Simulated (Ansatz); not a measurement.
# Relaxing glassy CaAl2Si6O16 (175 atoms), part 2 of 2

Wanted: the relaxed structure of glassy CaAl2Si6O16 (175 atoms) and its electronic structure.

Ansatz 0.2.0; Kohn-Sham DFT, revPBE, PAW (set soft_2), plane waves.

The cell: 14 Al, 7 Ca, 112 O and 42 Si. The quench rate of 20 K/ps is orders of magnitude faster than experiment. The network of bonds at the start is that of the classical potential that made the cell. Only the Γ point is sampled, in a cell whose shortest periodic width is 13 Å.

So far. Step 3 (Relaxation): The relaxation changed the energy by -78.3 meV/atom, and atoms moved by 0.21 Å r.m.s., 0.66 Å at most.

## Step 4: Distances and neighbours after relaxation

Bonds before and after, by the cutoffs listed below:

```
pair  bonds before  bonds after  mean before (Å)  mean after (Å)  spread before (Å)  spread after (Å)
O-Si           168          168            1.618           1.643              0.053             0.037
O-Al            57           58            1.775           1.801              0.106             0.075
O-Ca            40           41            2.512           2.461              0.173             0.178
```

Density 2.61 g/cm³, 13.20 Å³ an atom.

g(r), total and by pair (bins of 0.2 Å):

```
r (Å)  total   O-O   O-Si  O-Al  O-Ca  Si-Si  Si-Al
 1.50   0.27  0.00   0.86  0.00  0.00   0.00   0.00
 1.70   4.20  0.00  11.27  7.21  0.00   0.00   0.00
 1.90   0.31  0.00   0.06  2.88  0.00   0.00   0.00
 2.10   0.11  0.00   0.00  0.43  1.26   0.00   0.00
 2.30   0.10  0.00   0.00  0.00  1.94   0.00   0.00
 2.50   0.57  0.98   0.00  0.00  3.24   0.00   0.24
 2.70   2.00  4.54   0.05  0.39  1.47   0.00   0.00
 2.90   0.82  1.53   0.07  0.00  0.15   1.56   1.46
 3.10   0.85  0.79   0.27  0.36  0.12   3.35   3.58
 3.30   0.83  0.62   0.66  0.81  0.32   1.59   2.62
 3.50   0.86  0.66   1.19  1.25  0.58   0.08   0.39
 3.70   0.94  0.63   1.42  1.45  0.61   0.00   0.23
 3.90   1.15  0.67   1.86  1.27  1.37   0.81   0.61
 4.10   1.19  0.80   1.83  1.40  1.26   0.86   0.85
 4.30   1.23  0.81   1.67  1.92  1.19   1.19   1.35
 4.50   0.89  0.83   0.71  1.30  1.21   1.23   0.85
 4.70   1.02  1.28   0.73  0.80  1.27   1.03   0.77
 4.90   1.05  1.22   0.69  0.63  1.87   1.60   1.25
 5.10   1.16  1.63   0.72  0.79  0.95   1.21   1.26
 5.30   1.05  1.31   0.81  0.83  0.71   1.19   1.11
 5.50   0.90  0.89   0.90  0.91  0.81   0.89   1.61
 5.70   0.84  0.85   0.89  0.71  0.44   0.97   0.86
 5.90   0.99  0.84   1.17  0.98  0.88   0.90   1.26
 6.10   0.93  0.85   1.12  0.93  0.89   0.67   0.81
 6.30   0.98  0.86   1.11  1.19  1.22   0.68   0.87
 6.50   0.97  0.81   1.17  1.34  0.75   0.67   0.63
```

Bonds by pair of elements; cutoffs follow the first minimum of g(r), held within bounds set by covalent radii, and pairs that aren't listed don't count as bonded:

```
pair A-B  cutoff (Å)  bonds  mean length (Å)  spread (Å)  shortest (Å)  B about A  A about B
    O-Si        2.12    168             1.64       0.037          1.58        1.5          4
    O-Al        2.38     58             1.80       0.075          1.70      0.518       4.14
    O-Ca        2.98     41             2.46       0.178          2.11      0.366       5.86
```

How many atoms have how many bonded neighbours:

```
element  mean   2   3   4  5  6  7
     Al  4.14   0   0  12  2  0  0
     Ca  5.86   0   0   0  3  2  2
      O  2.38  69  43   0  0  0  0
     Si     4   0   0  42  0  0  0
```

Bond angles (no mean is given where the spread exceeds 20°):

```
  angle  count  mean (°)  spread (°)
 O-Si-O    252       109         5.6
 O-Ca-O    102         -           -
 O-Al-O     92       108        14.8
Si-O-Si     60       144        14.9
Ca-O-Si     52       115        19.6
```

Oxygen atoms by the number of network formers (Si, P, Ge, B, Al, As, Ga) bound to them:

```
network formers bound to O  O atoms  per cent
                         0        0         0
                         1        7       6.2
                         2       96      85.7
                         3        9         8
```

Network units: each former by its oxygen neighbours and how many of them bridge to another former:

```
former  O neighbours  bridging O  atoms
    Si             4           3      7
    Si             4           4     35
    Al             4           4     12
    Al             5           5      2
```

Bond length by coordination (bonds to H left out):

```
element  coordination  atoms  mean bond length (Å)
     Al             4     12                  1.78
     Al             5      2                  1.88
     Ca             5      3                  2.44
     Ca             6      2                  2.46
     Ca             7      2                  2.49
      O             2     69                  1.66
      O             3     43                  1.95
```

Rings of the network by King's shortest-path rule, up to 12 atoms, one path for each pair of neighbours; H, halogens, alkali and alkaline-earth atoms are left out, and the last column divides by all other atoms, bonded or not:

```
ring size (atoms)  rings  per network atom
                4      3             0.018
                6      5              0.03
                8     20             0.119
               10     21             0.125
               12     36             0.214
```

First main peaks of g(r), for some of the pairs, lie near 2.7 Å (O-O), 1.6 Å (O-Si), 1.8 Å (O-Al), 2.4 Å (O-Ca), 3.1 Å (Si-Si) and 3.1 Å (Si-Al). Counting bonds as in the table, 86 % of Al atoms have 4, 43 % of Ca atoms have 5, 62 % of O atoms have 2 and all Si atoms have 4 bonded neighbours. The O-Si-O angle averages 109° with a spread of 6°. 86 % of the oxygens bridge two formers (Si and Al) and 6 % are non-bridging; 8 % join three. The commonest Si unit has 4 oxygens, 4 of them shared with other formers (35 of 42 atoms). Rings of 12 atoms are the most common (42 % of those counted); sizes run from 4 to 12, where the search stops.

## Step 5: Single point at the relaxed geometry

One more single point at the end of the walk gives the fuller output and checks the residual forces.

The input, input.yaml:

```yaml
crystal:
  lattice:
    - [13.2196, 0.0, 0.0]
    - [0.0, 13.2196, 0.0]
    - [0.0, 0.0, 13.2196]
  atoms:
    - { symbol: Al, position: [0.14112, 0.13503, 0.79492] }
    - { symbol: Al, position: [0.99866, 0.30144, 0.16612] }
    - { symbol: Al, position: [0.82274, 0.14134, 0.11372] }
    - { symbol: Al, position: [0.58652, 0.58734, 0.6554] }
    - { symbol: Al, position: [0.84655, 0.76811, 0.06073] }
    - { symbol: Al, position: [0.27498, 0.1963, 0.98512] }
    - { symbol: Al, position: [0.36505, 0.04996, 0.83667] }
    - { symbol: Al, position: [0.10613, 0.38234, 0.00829] }
    - { symbol: Al, position: [0.27545, 0.844, 0.48755] }
    - { symbol: Al, position: [0.84527, 0.94998, 0.93305] }
    - { symbol: Al, position: [0.97895, 0.46347, 0.3852] }
    - { symbol: Al, position: [0.0551, 0.70417, 0.1316] }
    - { symbol: Al, position: [0.17219, 0.14991, 0.3637] }
    - { symbol: Al, position: [0.91718, 0.41329, 0.62892] }
    - { symbol: Ca, position: [0.27455, 0.83618, 0.94074] }
    - { symbol: Ca, position: [0.78962, 0.77797, 0.54779] }
    - { symbol: Ca, position: [0.37655, 0.58732, 0.45892] }
    - { symbol: Ca, position: [0.81912, 0.71979, 0.29222] }
    - { symbol: Ca, position: [0.13737, 0.03294, 0.5724] }
    - { symbol: Ca, position: [0.494, 0.5975, 0.9951] }
    - { symbol: Ca, position: [0.3103, 0.41323, 0.89597] }
    - { symbol: O, position: [0.39978, 0.18429, 0.54678] }
    - { symbol: O, position: [0.93989, 0.51025, 0.9848] }
    - { symbol: O, position: [0.32576, 0.92633, 0.7964] }
    - { symbol: O, position: [0.56606, 0.21432, 0.2317] }
    - { symbol: O, position: [0.71351, 0.63724, 0.64016] }
    - { symbol: O, position: [0.85703, 0.27033, 0.16122] }
    - { symbol: O, position: [0.69836, 0.3561, 0.82215] }
    - { symbol: O, position: [0.70184, 0.69855, 0.41984] }
    - { symbol: O, position: [0.01093, 0.61825, 0.82054] }
    - { symbol: O, position: [0.55335, 0.07264, 0.59668] }
    - { symbol: O, position: [0.79808, 0.64048, 0.04086] }
    [... 137 atom lines left out ...]
    - { symbol: Si, position: [0.04036, 0.93339, 0.81647] }
    - { symbol: Si, position: [0.48181, 0.28079, 0.29025] }
    - { symbol: Si, position: [0.01323, 0.70522, 0.73425] }
    - { symbol: Si, position: [0.39016, 0.66214, 0.78466] }
    - { symbol: Si, position: [0.82974, 0.52363, 0.04181] }
    - { symbol: Si, position: [0.38072, 0.12685, 0.43951] }
kpoints:
  mp_grid: { grid: [1, 1, 1] }
hamiltonian:
  xc: revpbe
scf:
  occupations: { method: fixed }
output:
  forces: true
  stress: true
  populations: true
  dos:
    method: { smearing: { sigma: 0.08 } }
    de: 0.1
    projected: { site_lists: { Al: [Al], Ca: [Ca], O: [O], Si: [Si] } }
  eigenvalues: true
  write_density: true
  write_potential: true
  volumetric_format: npy
  elf: true
```

On the command line:

```sh
> ansatz run input.yaml --threads 4 --pin off --max-ram 8192MiB --backend cpu --events-out ev --progress --plain --runs-dir out
```

Numbers of over 12 decimals in the logs are rounded to 6 here.

The program printed:

```text
[...]
Crystal: 175 atoms, lattice volume = 2310.229 Å³
Basis set: ecut = 420 eV, 45025 PW (Γ), exchange–correlation on 180×180×180 points (8 copies of the dense FFT grid, shifted against one another)
Bands: 651, of which v1, the nominal top of the filled ones, is band 476 counted from 1 (475 counted from 0)
Symmetry: 1 space group operations
[...]
k-points: 1
[...]
SCF iter   1: F=—  HF=-110992.351643 eV  |F-HF|=—  |Δ(HF+E_count)|=         —  Δρ=3.28e-3  dr2=2.53e-1  ethr=1.77e-3  ⟨swp⟩=6.0  Hψ=2527  notcnv=0  defer=171
[...]
SCF iter   9: F=-110992.369675 eV  HF=-110992.369675 eV  |F-HF|=4.18e-8  |Δ(HF+E_count)|=   6.77e-7  Δρ=1.59e-6  dr2=5.67e-8  ethr=1.05e-11  ⟨swp⟩=24.0  Hψ=6876  notcnv=0
SCF 1 converged in 9 iterations: F = -110992.369675 eV  dr2 = 5.67e-8
[...]
SCF converged after 9 iterations
Free energy (F): -110992.369675 eV
[...]
Internal energy: -110992.369675 eV  (E = F + TS)
E sigma→0 (E₀):  -110992.369675 eV
Fermi energy:    4.189609 eV
[...]
--- Forces (eV/Å), atoms counted from 1 ---
  atom   1  Al     0.00207704     0.00351336     0.00336063
  atom   2  Al    -0.00043498     0.00552930     0.00165071
  atom   3  Al    -0.00278767     0.00012364     0.00261225
  atom   4  Al     0.00144688    -0.00018973    -0.00123891
  atom   5  Al    -0.00066294     0.00840084    -0.00348068
  atom   6  Al     0.00391682    -0.00848326     0.00079304
  atom   7  Al     0.00369136     0.00073875     0.00086254
  atom   8  Al     0.00420401     0.00043311    -0.00339774
  atom   9  Al    -0.00092818    -0.00151304    -0.00125348
  atom  10  Al    -0.00562773     0.00793402    -0.00109821
  atom  11  Al     0.00353128     0.00247027     0.00336578
  atom  12  Al     0.00658803    -0.00168140     0.00061478
  atom  13  Al    -0.00240579     0.00244162     0.00218137
  atom  14  Al     0.00119018    -0.00072174    -0.00215833
[...]
atom 174  Si    -0.00191162    -0.00058797     0.00018043
  atom 175  Si    -0.00010162     0.00285362    -0.00173218
  max |Σ_I F_I| component: 1.32e-4 eV/Å
--- Stress (GPa, compression-positive) ---
        0.790889       0.953281       0.911402
        0.953287       1.518800       2.085350
        0.911400       2.085338       3.522632
  P = ⅓ Tr σ = 1.9441 GPa (19.441 kbar)
--- Band table (eV) ---
[...]
--- Löwdin populations: 175 sites ---
  site symbol       q [e]
     0     Al      1.6175
     1     Al      1.6071
     2     Al      1.5906
[...]
174     Si      2.2288
  spilling = 0.012624 (of n_electrons = 952.000000)
```

It took 47 s on 4 threads of AMD EPYC 9R14 (Zen 4), shared host; peak memory 3.9 GiB; 3 min of CPU time.

The run gave:

```yaml
free_energy: -110992.3697 eV
free_energy_per_atom: -634.2421 eV/atom
scf_cycles: 9
pressure: 1.944 GPa
r_m_s_force_component: 0.00425 eV/Å
longest_force: 0.02434 eV/Å
fermi_energy: 4.19 eV
spacing_of_highest_filled_and_lowest_empty_level: 3.781 eV
spilling_of_the_projection: 0.01262
```

Löwdin charges by element and coordination (they lack the spilled electrons, 0.069 e an atom on average):

```
element  coordination  atoms  mean charge (e)  spread   least    most
     Al           all     14             1.37  0.0277    1.30    1.41
     Al             4     12             1.38   0.019    1.34    1.41
     Al             5      2             1.34  0.0486    1.30    1.39
     Ca           all      7             1.81  0.0095    1.80    1.83
     Ca             5      3             1.81  0.0117    1.80    1.83
     Ca             6      2             1.80  0.0049     1.8    1.81
     Ca             7      2             1.82  0.0016    1.82    1.82
      O           all    112           -0.833  0.0609   -1.03  -0.756
      O             2     69           -0.812  0.0449  -0.986  -0.758
      O             3     43           -0.868  0.0672   -1.03  -0.756
     Si           all     42             1.75   0.035    1.66    1.82
```

States in the cell by windows of 1 eV, zero at the Fermi level; the larger projections on atomic orbitals stand beside the total:

```
from (eV)  to (eV)  total    O p  Si p
      -14      -11    0.0    0.0   0.0
      -11      -10    5.7    3.8   0.2
      -10       -9   17.6   11.7   0.8
       -9       -8   27.3   18.7   2.0
       -8       -7   33.6   24.4   4.3
       -7       -6   58.5   44.8   8.9
       -6       -5   56.8   44.3   6.6
       -5       -4   87.5   73.0   6.4
       -4       -3  112.7  101.1   4.4
       -3       -2  133.3  124.6   2.9
       -2       -1  109.4  104.4   1.5
       -1        0   28.5   27.2   0.4
        0        1    1.2    1.2   0.0
        1        3    0.0    0.0   0.0
        3        4    2.0    0.0   0.0
        4        5    5.0    0.4   0.6
```

The curve was stored every 0.10 eV, coarse against its broadening of 0.08 eV, so these counts are rough.

With fixed occupations the program's Fermi level is the highest filled level; weight inside the gap is the broadening of levels at its edges.

Between -26 and -14 eV lie 266 more states.

The levels nearest the highest filled one (over half full), pooled over k-points and spins:

```
level less the highest filled one (eV)  occupation
                                -0.579           2
                                -0.573           2
                                -0.518           2
                                -0.404           2
                                -0.156           2
                                     0           2
                                  3.78           0
                                  4.85           0
                                  4.89           0
                                  4.98           0
                                  5.08           0
                                  5.13           0
```

Electrostatic potential energy in the bc plane at fractional x = 0.126, with atoms of Al and Ca and O and Si within 0.2 Å of it. With pseudopotentials it is smooth inside the atoms' cores, unlike the true potential.

Ten even steps from '0' (-40 eV) to '9' (10 eV), each cell a mean:
```
9999999999986565643589999999999986689
9999999999998878610178899999999951159
9999889999999999965699999999999985589
9987666899999999999999999999999998889
6775676689999999999999999999999998888
0156665789999999999999999999999999982
2478777678877899999999998789999999995
8889995226410268999999972038999999999
6567898667200058999999872138999999988
0004899998633579999998643589999999874
0004799999985579999997411478999999974
5457899999985479999998645789999999987
8889989999999889999998668999999975699
9999877899998888899999999999999842489
9998666789999887457999999999987545799
9998655689999984003899999986674000489
9988877899999997335899999997774000589
9867899999999998632378999999998656899
9876678999999997300043248999999999999
9730026899999965532461027888999999999
8720026899999842588898788777863489999
7665578999998877899999998878830158899
8899999999987656789999999999986677789
9999999999986676689999999999999987789
```
Columns run along b (13.2 Å; values clipped at the 3rd and 97th percentile), rows up along c (13.2 Å). Atoms in or near the plane, at fractional coordinates: Al at (0.14, 0.79), Ca at (0.03, 0.57), O at (0.45, 0.34), O at (0.49, 0.93), O at (0.68, 0.66), O at (0.60, 0.19), O at (0.01, 0.75), O at (0.83, 0.11), Si at (0.87, 0.33), Si at (0.32, 0.65).

Valence density in the bc plane at fractional x = 0.126, with atoms of Al and Ca and O and Si within 0.2 Å of it. It is the smooth field of the valence electrons, not physical close to the nuclei.

Ten steps, logarithmic in the rise over the least value, from '0' (0.0 e/Å³) to '9' (6.5 e/Å³), each cell a mean:
```
1000000011233223578753233331001356653
1000112211122223699863212110001479974
1001233321100012467642110000001357753
2222233321000000122211000000000123332
6543112211000000000000000000011112245
9864223332111111000000011111112211358
8853245664322322100000135653111111247
4432247886433332100001358985210000123
5553235665422332100001368985200000013
8986212222334432100012345543100000026
8986310001356763100013444321000000136
5654222101257763100124665321001233323
1123454311134442100125665311012467642
1013565321112222322113443211112578752
0012343322222235775311111234433456531
1222221223322247998420001356654323321
3455321112221135886421111246654322222
4666432221100113444344432123322332212
3455444432101234432468875211111211101
2333345543112467653468986311233321001
4543234432113578753345654212468853123
6654322110012456531111222113589974234
5543211000112223221000122322356653234
2211000001233211333321234432122333322
```
Columns run along b (13.2 Å), rows up along c (13.2 Å). Atoms in or near the plane, at fractional coordinates: Al at (0.14, 0.79), Ca at (0.03, 0.57), O at (0.45, 0.34), O at (0.49, 0.93), O at (0.68, 0.66), O at (0.60, 0.19), O at (0.01, 0.75), O at (0.83, 0.11), Si at (0.87, 0.33), Si at (0.32, 0.65).

Mean Löwdin charges: Al +1.37, Ca +1.81, O -0.83, Si +1.75 e (they miss 1.3 % of the electrons, so they add up to more than the cell's charge).

Local excerpt of 13 atoms (numbers count through the whole input) about Al2, which has 5 bonded neighbours where the commonest count for Al is 4; x, y, z are measured from there.

```
 atom      x      y      z  distance (Å)  bonds  Löwdin charge (e)
  Al2   0.00   0.00   0.00          0.00      5               1.39
  O65   0.89  -1.41   0.31          1.70      2              -0.84
  O47   1.23   1.38  -0.27          1.87      3              -0.81
  O27  -1.87  -0.41  -0.06          1.92      3              -0.80
  O61  -0.03   0.04  -1.92          1.93      3              -0.82
 O121  -0.78   0.97   1.57          2.01      3              -0.80
Si168  -2.25   0.96   0.79          2.57      4               1.77
  Al8   1.42   1.07  -2.09          2.74      4               1.38
  Al3  -2.33  -2.12  -0.69          3.22      4               1.41
  O96  -2.22   2.35  -0.07          3.24      2              -0.79
Si152   1.89  -2.63  -0.12          3.24      4               1.74
Si169   1.98   2.49   0.74          3.27      4               1.76
Si164  -0.60  -1.07  -3.05          3.29      4               1.77
```

The column of bonds counts only the pairs O-Si within 2.12 Å, O-Al within 2.38 Å, O-Ca within 2.98 Å; other neighbours, such as metal atoms beside each other in a compound, aren't counted, and periodic images can show an atom twice.

## Step 6: What came out

| Quantity | Value |
| --- | --- |
| energy change in the relaxation | -78.34 meV/atom |
| r.m.s. displacement | 0.213 Å |
| largest displacement | 0.656 Å |
| free energy per atom | -634.2421 eV/atom |
| pressure | 1.944 GPa |
| r.m.s. force component | 0.00425 eV/Å |
| gap (highest filled to lowest empty level) | 3.781 eV |
| wall time of the 3 DFT runs | 7.6 min |

In words: Relaxation lowers the energy by 78.3 meV/atom and moves atoms by 0.21 Å r.m.s.; the r.m.s. force component goes from 1.3 to 0.0043 eV/Å, the pressure goes from 8.4 to 1.9 GPa, and the gap from 3.35 to 3.78 eV. By the final cutoffs 0 of 265 bonded pairs parted and 2 joined. First to last step the energy falls by 13.709 eV; the largest move, 0.66 Å, is that of O74. The O-Ca bonds change most in mean length: from 2.512 Å (spread 0.173) to 2.461 Å (spread 0.178), and their number from 40 to 41. Counting bonds as in the table, 86 % of Al atoms have 4, 43 % of Ca atoms have 5, 62 % of O atoms have 2 and all Si atoms have 4 bonded neighbours. 86 % of the oxygens bridge two formers (Si and Al) and 6 % are non-bridging; 8 % join three. The highest filled and lowest empty levels differ by 3.78 eV (at Γ alone); a semilocal functional tends to put such gaps too low. In a disordered cell it changes from sample to sample, and tail or defect levels can set it.

**Limits.** The network of bonds at the start is that of the classical potential that made the cell; in DFT 0 of its 265 bonded pairs passed out of the cutoffs and 2 came within them. The pressure of 1.9 GPa shows the cell to be compressed for this functional.

Against the measurements quoted at the start:

```
             quantity  measured  this cell  difference          method of the measurement
nearest Ca–O distance    2.32 Å     2.42 Å      +4.3 %  high-energy XRD, PDF Gaussian fit
 number of O about Ca       5.3       5.86     +10.5 %  high-energy XRD, PDF Gaussian fit
```

The cell differs from the measured distances by up to 4.3 % and neighbour counts by up to 10.5 %. Distances of this cell are positions of the first main peak of g(r), or bond means where the peak is narrow; means over all bonds within a cutoff lie farther out for broad shells. The network comes from the model that made the cell; in DFT 0 of its 265 bonded pairs passed out of the cutoffs and 2 came within them. Our coordination numbers hang on a cutoff, and experiments count neighbours in their own ways.

[Logs are printed without paths, hosts, clocks, repeated set-up lines and the standing remarks that a program may print on its own settings, such as how far it seeks lower states.]

[Hosts, paths, dates, database ids (printed as entryN), source tags and the programs' standing remarks are cut or masked in the printed files.]
